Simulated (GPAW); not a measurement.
**benzoquinonedithiol between two Ir chains: transmission at several levels**

How well does benzoquinonedithiol between two Ir chains conduct at low bias, and how far do basis and functional move the answer?

Main program and level: GPAW 26.7.0; GPAW LCAO, PAW setups; Landauer transmission from Green's functions with principal layers (ASE), zero bias.

### 1. The starting structure

The cell holds 26 atoms: 14 Ir, 2 S, 2 H, 6 C and 2 O. Cell: a = 11.723 Å, b = 9.000 Å, c = 40.409 Å, α = 90.0°, β = 90.0°, γ = 90.0°. Regions: left lead, 7 atoms (7 Ir); channel, 12 atoms (2 S, 2 H, 6 C and 2 O); right lead, 7 atoms (7 Ir). Vacuum lies along a and b. The structure is stacked along c, and the current runs across the ab planes.

### 2. GPAW, dzp

The script solves lead and junction separately, takes H and S in the orbital basis, and joins semi-infinite leads through their self-energies; the dzp basis is the working standard.

The input, run.py:

```python
import json
import numpy as np
from ase import Atoms
from ase.transport.calculators import TransportCalculator
from gpaw import GPAW, FermiDirac
from gpaw.lcao.tools import get_lcao_hamiltonian
from scipy.linalg import eigh

# The junction with lead layers at both ends, along the third cell vector
device = Atoms(
    ['Ir', 'Ir', 'Ir', 'Ir', 'Ir', 'Ir', 'Ir', 'S', 'H', 'C', 'C', 'O', 'C', 'C', 'O', 'C', 'C', 'H', 'S', 'Ir', 'Ir', 'Ir', 'Ir', 'Ir', 'Ir', 'Ir'],
    positions=[
        [5.86174, 4.50000, 1.15000],
        [5.86174, 4.50000, 3.45000],
        [5.86174, 4.50000, 5.75000],
        [5.86174, 4.50000, 8.05000],
        [5.86174, 4.50000, 10.35000],
        [5.86174, 4.50000, 12.65000],
        [5.86174, 4.50000, 14.95000],
        [4.94630, 4.49999, 17.16855],
        [7.58072, 4.49999, 18.37917],
        [5.49434, 4.49999, 18.81232],
        [6.79355, 4.49999, 19.12482],
        [3.25000, 4.49999, 19.67005],
        [4.45651, 4.49999, 19.88466],
        [7.26698, 4.49999, 20.52411],
        [8.47349, 4.49999, 20.73872],
        [4.92994, 4.49999, 21.28394],
        [6.22915, 4.50000, 21.59645],
        [4.14276, 4.50000, 22.02959],
        [6.77719, 4.50000, 23.24022],
        [5.86174, 4.50000, 25.45877],
        [5.86174, 4.50000, 27.75877],
        [5.86174, 4.50000, 30.05877],
        [5.86174, 4.50000, 32.35877],
        [5.86174, 4.50000, 34.65877],
        [5.86174, 4.50000, 36.95877],
        [5.86174, 4.50000, 39.25877]],
    cell=[[11.72349, 0.0, 0.0], [0.0, 9.0, 0.0], [0.0, 0.0, 40.40877]],
    pbc=True)

# One principal layer of the lead: the first 5 atoms of the device
lead = Atoms(
    ['Ir', 'Ir', 'Ir', 'Ir', 'Ir'],
    positions=[
        [5.86174, 4.50000, 1.15000],
        [5.86174, 4.50000, 3.45000],
        [5.86174, 4.50000, 5.75000],
        [5.86174, 4.50000, 8.05000],
        [5.86174, 4.50000, 10.35000]],
    cell=[[11.72349, 0.0, 0.0], [0.0, 9.0, 0.0], [0.0, 0.0, 11.5]],
    pbc=True)

settings = dict(mode='lcao', basis='dzp', xc='PBE', h=0.18,
                occupations=FermiDirac(0.1), maxiter=250,
                mixer=dict(beta=0.1, nmaxold=8, weight=100.0),
                convergence=dict(density=0.0001))
energies = np.arange(-2, 2 + 1e-9, 0.05)
eta = 0.0001
n1, n2 = 1, 1
# k and -k transmit alike, so half of the mesh across the current serves
mesh = [(i, j) for i in range(n1) for j in range(n2) if (i, j) <= (-i % n1, -j % n2)]
weights = np.array([1 if (i, j) == (-i % n1, -j % n2) else 2 for i, j in mesh]) / (n1 * n2)

# [... helper functions left out ...]
fermi_lead = ground_state(lead, (1, 1, 10), 'lead.txt')
fermi_device = ground_state(device, (1, 1, 2), 'device.txt')
# [... loop over the mesh left out, but for ...]
        # Shift the lead onto the potential of the device's first layer
        shift = ((H[:, 0, 0] - H0[:, 0, 0]) / S0[0, 0]).real.mean()
# [...]
kT = 8.617333e-5 * 200
bias = [0.1, 0.2, 0.5, 1.0, 1.5, 2.0]
# [... integrals and printing left out ...]
```

The run is started by

```bash
$ OMP_NUM_THREADS=1 OPENBLAS_NUM_THREADS=1 python run.py
```

Output:

```text
basis functions: device 518, principal layer 135
Fermi level: lead -4.2324 eV, device -4.2704 eV; lead shifted by -0.0102 eV
largest coupling past the next layer 1.48e-06 eV, largest misfit of the first layer 0.176 eV
  E-E_F (eV)   T (one spin)  [channel counts left out]
    -2.000    3.7774e-02
    -1.950    4.7506e-02
    -1.900    5.8987e-02
    -1.850    7.3159e-02
    -1.800    9.0839e-02
    -1.750    1.1285e-01
    -1.700    1.4010e-01
    -1.650    1.7375e-01
    -1.600    2.1559e-01
    -1.550    2.6815e-01
    -1.500    3.3432e-01
    -1.450    4.1623e-01
    -1.400    5.1399e-01
    -1.350    6.2917e-01
    -1.300    6.2356e-01
    -1.250    6.3698e-01
[...]
1.650    1.3972e-01
     1.700    1.0867e-01
     1.750    8.2427e-02
     1.800    5.8988e-02
     1.850    3.6508e-02
     1.900    1.2852e-02
     1.950    4.7671e-05
     2.000    4.3933e-05
conductance at 200 K: 0.20339 G0 a cell; thermopower 25.68 uV/K
current from the zero-bias T(E) at 0.1 V: 1.5502 uA
current from the zero-bias T(E) at 0.2 V: 2.9847 uA
current from the zero-bias T(E) at 0.5 V: 6.8559 uA
current from the zero-bias T(E) at 1.0 V: 13.984 uA
current from the zero-bias T(E) at 1.5 V: 29.579 uA
current from the zero-bias T(E) at 2.0 V: 59.154 uA
```

The job ended after 5.2 min (1 thread of Arm Neoverse V1, shared host; peak memory 2.5 GiB).

This run has no spin polarisation, although Ir can carry a moment.

This step gave:

| Property | Result |
| --- | --- |
| conductance | 0.2034 G₀ |
| largest coupling past the next principal layer | 1.48e-6 eV |
| largest misfit of the first principal layer | 0.1761 eV |
| shift that aligns the lead | -0.01022 eV |
| basis functions of the junction | 518 |
| basis functions of a principal layer | 135 |
| transmission at the Fermi level (one spin) | 0.2106 |

One spin. The transmission, zone mean by energy, zero at the Fermi level:

```
energy (eV)  transmission, zone mean
      -2.00                   0.0378
      -1.90                   0.0590
      -1.80                   0.0908
      -1.70                    0.140
      -1.55                    0.268
      -1.45                    0.416
      -1.35                    0.629
      -1.25                    0.637
      -1.15                    0.697
      -1.05                    0.830
      -0.95                     1.68
      -0.90                     1.45
      -0.80                     1.45
      -0.70                     1.02
      -0.60                    0.656
      -0.50                    0.480
      -0.40                    0.362
      -0.25                    0.286
      -0.15                    0.308
      -0.05                    0.250
       0.00                    0.211
       0.05                    0.149
       0.15                   0.0384
       0.25                   0.0186
       0.40                  0.00944
       0.50                   0.0105
       0.60                   0.0162
       0.70                   0.0288
       0.80                   0.0535
       0.90                    0.105
       1.05                    0.341
       1.15                    0.742
       1.25                    0.988
       1.35                    0.666
       1.45                    0.381
       1.55                    0.227
       1.70                    0.109
       1.80                   0.0590
       1.90                   0.0129
       2.00                   4.4e-5
```

Not self-consistent under bias; the bias window is split evenly. Current through one cell, from the zero-bias transmission against bias:

```
bias (V)  current through one cell, from the zero-bias transmission (μA)
   0.100                                                            1.55
   0.200                                                            2.98
   0.500                                                            6.86
   1.000                                                            14.0
   1.500                                                            29.6
   2.000                                                            59.2
```

The transmission of the three most open eigenchannels by energy, zero at the Fermi level:

| energy (eV) | channel 1 | channel 2 | channel 3 |
| --- | --- | --- | --- |
| -2.00 | 0.0262 | 0.0111 | 4.5e-4 |
| -1.90 | 0.0358 | 0.0226 | 5.8e-4 |
| -1.80 | 0.0466 | 0.0435 | 7.4e-4 |
| -1.70 | 0.0816 | 0.0576 | 9.0e-4 |
| -1.55 | 0.202 | 0.0654 | 0.00107 |
| -1.45 | 0.351 | 0.0643 | 0.00102 |
| -1.35 | 0.565 | 0.0636 | 7.2e-4 |
| -1.25 | 0.543 | 0.0937 | 1.6e-4 |
| -1.15 | 0.562 | 0.133 | 0.00150 |
| -1.05 | 0.613 | 0.181 | 0.0362 |
| -0.90 | 0.861 | 0.519 | 0.0738 |
| -0.80 | 0.984 | 0.436 | 0.0281 |
| -0.70 | 0.645 | 0.356 | 0.0166 |
| -0.60 | 0.363 | 0.281 | 0.0117 |
| -0.50 | 0.238 | 0.233 | 0.00902 |
| -0.40 | 0.197 | 0.157 | 0.00747 |
| -0.25 | 0.152 | 0.128 | 0.00618 |
| -0.15 | 0.194 | 0.108 | 0.00593 |
| -0.05 | 0.179 | 0.0652 | 0.00562 |
| 0.00 | 0.157 | 0.0482 | 0.00540 |
| 0.05 | 0.111 | 0.0327 | 0.00506 |
| 0.15 | 0.0198 | 0.0146 | 0.00411 |
| 0.25 | 0.0108 | 0.00447 | 0.00333 |
| 0.40 | 0.00688 | 0.00240 | 1.4e-4 |
| 0.50 | 0.00518 | 0.00333 | 0.00194 |
| 0.60 | 0.0108 | 0.00391 | 0.00153 |
| 0.70 | 0.0248 | 0.00284 | 0.00114 |
| 0.80 | 0.0510 | 0.00180 | 7.1e-4 |
| 0.90 | 0.105 | 6.6e-4 | 1.5e-4 |
| 1.05 | 0.341 | 4.4e-4 | 1.1e-4 |
| 1.15 | 0.742 | 3.4e-4 | 9.3e-5 |
| 1.25 | 0.988 | 2.6e-4 | 8.1e-5 |
| 1.35 | 0.666 | 1.9e-4 | 7.3e-5 |
| 1.45 | 0.381 | 1.4e-4 | 6.7e-5 |
| 1.55 | 0.227 | 9.2e-5 | 6.3e-5 |
| 1.70 | 0.109 | 6.1e-5 | 4.4e-5 |
| 1.80 | 0.0589 | 6.1e-5 | 2.2e-5 |
| 1.90 | 0.0128 | 5.9e-5 | 4.6e-6 |
| 2.00 | 4.4e-5 | 3.0e-10 | 6.4e-11 |

Couplings past the next layer reach 1.5e-6 eV, small enough to drop; the matrix elements of the cell's first layer differ from the bulk lead's by up to 0.18 eV. That layer keeps its own values in the calculation, and only beyond it is the lead taken as perfect. The Fermi levels of lead and junction count from different zeros of potential, one for each periodic cell; with both set to zero, the small remaining shift is what aligns them. Without spin-orbit coupling, which is large for these atoms, channel counts and T are those of the scalar-relativistic bands. By hand: G = 0.2034 × 77.48 μS = 15.8 μS, a resistance of 63.5 kΩ; at 0.1 V a linear junction would pass 1.58 μA, and the integral over the bias window gives 1.55 μA.

### 3. Single-zeta polarised basis

The second zeta is dropped, the polarisation orbitals stay.

Edit run.py of step 2 so:

```diff
@@ -53,3 +53,3 @@
 
-settings = dict(mode='lcao', basis='dzp', xc='PBE', h=0.18,
+settings = dict(mode='lcao', basis='szp(dzp)', xc='PBE', h=0.18,
                 occupations=FermiDirac(0.1), maxiter=250,
```

Output:

```text
basis functions: device 308, principal layer 75
Fermi level: lead -3.9498 eV, device -4.1830 eV; lead shifted by -0.0229 eV
largest coupling past the next layer 1.48e-06 eV, largest misfit of the first layer 0.211 eV
  E-E_F (eV)   T (one spin)  [channel counts left out]
    -2.000    5.3606e-02
    -1.950    6.5356e-02
    -1.900    7.9749e-02
    -1.850    9.7178e-02
    -1.800    1.1805e-01
    -1.750    1.4254e-01
    -1.700    1.7149e-01
    -1.650    2.0646e-01
    -1.600    2.4957e-01
    -1.550    3.0290e-01
    -1.500    3.6757e-01
    -1.450    4.4242e-01
    -1.400    5.2286e-01
    -1.350    6.0017e-01
    -1.300    6.2515e-01
    -1.250    5.6601e-01
[...]
1.650    9.7283e-02
     1.700    8.2697e-02
     1.750    6.9304e-02
     1.800    5.5916e-02
     1.850    4.0783e-02
     1.900    2.0651e-02
     1.950    1.2393e-04
     2.000    1.1662e-04
conductance at 200 K: 0.066884 G0 a cell; thermopower 42.65 uV/K
current from the zero-bias T(E) at 0.1 V: 0.51574 uA
current from the zero-bias T(E) at 0.2 V: 1.0363 uA
current from the zero-bias T(E) at 0.5 V: 2.7501 uA
current from the zero-bias T(E) at 1.0 V: 6.4605 uA
current from the zero-bias T(E) at 1.5 V: 15.25 uA
current from the zero-bias T(E) at 2.0 V: 45.517 uA
```

The job ended after 3.5 min (1 thread; peak memory 2.4 GiB).

This step gave:

| Item | Value |
| --- | --- |
| conductance | 0.06688 G₀ |
| largest misfit of the first principal layer | 0.2112 eV |
| shift that aligns the lead | -0.02286 eV |
| basis functions of the junction | 308 |
| basis functions of a principal layer | 75 |
| transmission at the Fermi level (one spin) | 0.06957 |

One spin. Table of transmission, zone mean by energy, zero at the Fermi level:

```csv
energy (eV),"transmission, zone mean"
-2.00,0.0536
-1.85,0.0972
-1.70,0.171
-1.60,0.250
-1.45,0.442
-1.30,0.625
-1.15,0.611
-1.05,0.739
-1.00,1.44
-0.90,1.36
-0.75,0.646
-0.60,0.305
-0.50,0.233
-0.35,0.153
-0.20,0.141
-0.05,0.0959
0.00,0.0696
0.05,0.0362
0.20,0.0106
0.35,0.0154
0.50,0.0334
0.60,0.0580
0.75,0.146
0.90,0.436
1.05,0.991
1.15,0.786
1.30,0.363
1.45,0.191
1.60,0.114
1.70,0.0827
1.85,0.0408
2.00,1.2e-4
```

Not self-consistent under bias; the bias window is split evenly. Table of current through one cell, from the zero-bias transmission by bias:

| bias (V) | current through one cell, from the zero-bias transmission (μA) |
| --- | --- |
| 0.100 | 0.516 |
| 0.200 | 1.04 |
| 0.500 | 2.75 |
| 1.000 | 6.46 |
| 1.500 | 15.2 |
| 2.000 | 45.5 |

Transmission of the three most open eigenchannels against energy, zero at the Fermi level:

```
energy (eV)  channel 1  channel 2  channel 3
     -2.000     0.0410     0.0122     4.6e-4
     -1.800     0.0691     0.0482     7.7e-4
     -1.600      0.166     0.0826    0.00117
     -1.400      0.443     0.0783    0.00135
     -1.200      0.459      0.132     1.2e-4
     -1.000      0.819      0.435      0.186
     -0.800      0.596      0.257     0.0208
     -0.600      0.151      0.144     0.0104
     -0.400     0.0965     0.0742    0.00723
     -0.200     0.0687     0.0664    0.00613
      0.000     0.0372     0.0266    0.00579
      0.200    0.00629    0.00400     2.8e-4
      0.400     0.0134    0.00365    0.00266
      0.600     0.0542    0.00209    0.00167
      0.800      0.205     3.8e-4     2.6e-4
      1.000      0.853     2.1e-4     1.9e-4
      1.200      0.609     1.8e-4     1.0e-4
      1.400      0.232     1.7e-4     4.8e-5
      1.600      0.114     1.6e-4     2.0e-5
      1.800     0.0557     1.7e-4     6.3e-6
      2.000     1.2e-4    6.6e-10          0
```

The conductance, 0.0669 G₀, lies 67 % below that of the dzp run.

### 4. Minimal basis

The minimal basis is the cheapest rung: no second zeta and no polarisation.

Edit run.py of step 3 so:

```diff
@@ -53,3 +53,3 @@
 
-settings = dict(mode='lcao', basis='szp(dzp)', xc='PBE', h=0.18,
+settings = dict(mode='lcao', basis='sz(dzp)', xc='PBE', h=0.18,
                 occupations=FermiDirac(0.1), maxiter=250,
```

Output:

```text
basis functions: device 210, principal layer 60
Fermi level: lead -3.9606 eV, device -4.2510 eV; lead shifted by -0.0249 eV
largest coupling past the next layer 1.47e-06 eV, largest misfit of the first layer 0.117 eV
  E-E_F (eV)   T (one spin)  [channel counts left out]
    -2.000    4.3419e-02
    -1.950    5.5406e-02
    -1.900    7.0674e-02
[...]
1.950    1.5130e-07
     2.000    5.4058e-08
conductance at 200 K: 0.034345 G0 a cell; thermopower 32.39 uV/K
current from the zero-bias T(E) at 0.1 V: 0.26758 uA
current from the zero-bias T(E) at 0.2 V: 0.54938 uA
current from the zero-bias T(E) at 0.5 V: 1.6035 uA
current from the zero-bias T(E) at 1.0 V: 4.2144 uA
current from the zero-bias T(E) at 1.5 V: 12.179 uA
current from the zero-bias T(E) at 2.0 V: 44.932 uA
```

The job ended after 2.5 min (1 thread; peak memory 2.3 GiB).

Numbers from this step:

```yaml
conductance: 0.03434 G₀
largest_coupling_past_the_next_principal_layer: 1.47e-6 eV
largest_misfit_of_the_first_principal_layer: 0.1172 eV
shift_that_aligns_the_lead: -0.02493 eV
basis_functions_of_the_junction: 210
basis_functions_of_a_principal_layer: 60
transmission_at_the_fermi_level_one_spin: 0.03455
```

One spin. The transmission, zone mean by energy, zero at the Fermi level:

```
energy (eV)  transmission, zone mean
      -2.00                   0.0434
      -1.90                   0.0707
      -1.80                    0.113
      -1.70                    0.177
      -1.55                    0.329
      -1.45                    0.448
      -1.35                    0.516
      -1.25                    0.399
      -1.15                    0.386
      -1.05                    0.495
      -1.00                     1.23
      -0.90                     1.16
      -0.80                    0.812
      -0.70                    0.354
      -0.60                    0.195
      -0.50                    0.139
      -0.40                   0.0996
      -0.25                   0.0750
      -0.15                   0.0760
      -0.05                   0.0461
       0.00                   0.0346
       0.05                   0.0231
       0.15                   0.0157
       0.25                   0.0206
       0.40                   0.0381
       0.50                   0.0617
       0.60                    0.106
       0.70                    0.205
       0.80                    0.439
       0.90                    0.885
       0.95                    0.998
       1.05                    0.686
       1.15                    0.374
       1.25                    0.222
       1.35                    0.145
       1.45                    0.101
       1.55                   0.0733
       1.70                   0.0451
       1.80                   0.0288
       1.90                  0.00393
       2.00                   5.4e-8
```

The conductance, 0.0343 G₀, lies a factor of 5.9 below that of the dzp run.

### 5. LDA in the dzp basis: xc = "LDA"

Back in the dzp basis, the functional changes from PBE to LDA, to set the spread between functionals beside that between bases.

Edit run.py of step 4 so:

```diff
@@ -53,3 +53,3 @@
 
-settings = dict(mode='lcao', basis='sz(dzp)', xc='PBE', h=0.18,
+settings = dict(mode='lcao', basis='dzp', xc='LDA', h=0.18,
                 occupations=FermiDirac(0.1), maxiter=250,
```

Output:

```text
basis functions: device 518, principal layer 135
Fermi level: lead -4.5278 eV, device -4.5447 eV; lead shifted by -0.0150 eV
largest coupling past the next layer 1.53e-06 eV, largest misfit of the first layer 0.179 eV
  E-E_F (eV)   T (one spin)  [channel counts left out]
    -2.000    4.1846e-02
    -1.950    5.2484e-02
    -1.900    6.5386e-02
[...]
1.950    4.6699e-05
     2.000    4.2838e-05
conductance at 200 K: 0.21372 G0 a cell; thermopower 28.54 uV/K
current from the zero-bias T(E) at 0.1 V: 1.6272 uA
current from the zero-bias T(E) at 0.2 V: 3.1392 uA
current from the zero-bias T(E) at 0.5 V: 7.2796 uA
current from the zero-bias T(E) at 1.0 V: 15.258 uA
current from the zero-bias T(E) at 1.5 V: 33.017 uA
current from the zero-bias T(E) at 2.0 V: 62.998 uA
```

Elapsed: 4.6 min, on 1 thread; peak memory 2.5 GiB.

Numbers from this step:

```
conductance                                    : 0.2137 G₀
largest coupling past the next principal layer : 1.53e-6 eV
largest misfit of the first principal layer    : 0.1785 eV
shift that aligns the lead                     : -0.01496 eV
basis functions of the junction                : 518
basis functions of a principal layer           : 135
transmission at the Fermi level (one spin)     : 0.2232
```

The conductance, 0.214 G₀, lies 5.1 % above that of the dzp run.

### 6. Cost and result by level

Times are for 1 thread of Arm Neoverse V1, shared host. The runs compared:

```csv
no.,run,conductance (G₀),time,memory (GiB)
1,dzp,0.2034,5.2 min,2.5
2,szp,0.06688,3.5 min,2.4
3,sz,0.03434,2.5 min,2.3
4,dzp LDA,0.2137,4.6 min,2.5
```

### 7. The levels side by side

The curves are compared point by point over the common energies.

This step: comparison of transmission and cost over codes and levels (GPAW 26.7.0).

Ladder, by row:

| step | code | T at the Fermi level (sum over the listed spins) | conductance (G0) | r.m.s. T(E) from the first | wall time (s) | peak memory (GiB) | threads |
| --- | --- | --- | --- | --- | --- | --- | --- |
| dzp | GPAW | 0.2106 | 0.2034 | 0 | 310.3 | 2.45 | 1 |
| szp | GPAW | 0.06957 | 0.06688 | 0.2341 | 209 | 2.36 | 1 |
| sz | GPAW | 0.03455 | 0.03434 | 0.3235 | 150.4 | 2.27 | 1 |
| dzp-LDA | GPAW | 0.2232 | 0.2137 | 0.06065 | 275.1 | 2.45 | 1 |

Transmission, zone mean, sum over the listed spins against energy, zero at the Fermi level:

| energy (eV) | dzp | szp | sz | dzp-LDA |
| --- | --- | --- | --- | --- |
| -2.00 | 0.0378 | 0.0536 | 0.0434 | 0.0418 |
| -1.85 | 0.0732 | 0.0972 | 0.0898 | 0.0813 |
| -1.70 | 0.140 | 0.171 | 0.177 | 0.154 |
| -1.50 | 0.334 | 0.368 | 0.390 | 0.349 |
| -1.35 | 0.629 | 0.600 | 0.516 | 0.628 |
| -1.20 | 0.660 | 0.591 | 0.390 | 0.657 |
| -1.05 | 0.830 | 0.739 | 0.495 | 0.795 |
| -0.95 | 1.68 | 1.42 | 1.13 | 1.70 |
| -0.90 | 1.45 | 1.36 | 1.16 | 1.39 |
| -0.70 | 1.02 | 0.484 | 0.354 | 1.16 |
| -0.55 | 0.554 | 0.262 | 0.162 | 0.631 |
| -0.40 | 0.362 | 0.178 | 0.0996 | 0.408 |
| -0.25 | 0.286 | 0.134 | 0.0750 | 0.311 |
| -0.10 | 0.286 | 0.121 | 0.0595 | 0.307 |
| 0.00 | 0.211 | 0.0696 | 0.0346 | 0.223 |
| 0.10 | 0.0621 | 0.0155 | 0.0150 | 0.0627 |
| 0.25 | 0.0186 | 0.0109 | 0.0206 | 0.0180 |
| 0.40 | 0.00944 | 0.0197 | 0.0381 | 0.0105 |
| 0.55 | 0.0127 | 0.0438 | 0.0805 | 0.0170 |
| 0.70 | 0.0288 | 0.106 | 0.205 | 0.0404 |
| 0.90 | 0.105 | 0.436 | 0.885 | 0.153 |
| 1.05 | 0.341 | 0.991 | 0.686 | 0.495 |
| 1.20 | 0.947 | 0.609 | 0.285 | 0.996 |
| 1.25 | 0.988 | 0.467 | 0.222 | 0.893 |
| 1.35 | 0.666 | 0.288 | 0.145 | 0.546 |
| 1.50 | 0.292 | 0.159 | 0.0860 | 0.252 |
| 1.70 | 0.109 | 0.0827 | 0.0451 | 0.0984 |
| 1.85 | 0.0365 | 0.0408 | 0.0186 | 0.0298 |
| 2.00 | 4.4e-5 | 1.2e-4 | 5.4e-8 | 4.3e-5 |

(Part 1 of 2 ends here.)

[Logs are printed without paths, hosts, clocks, repeated set-up lines and the standing remarks that a program may print on its own settings, such as how far it seeks lower states.]

[Hosts, paths, dates, database ids (printed as entryN), source tags and the programs' standing remarks are cut or masked in the printed files.]
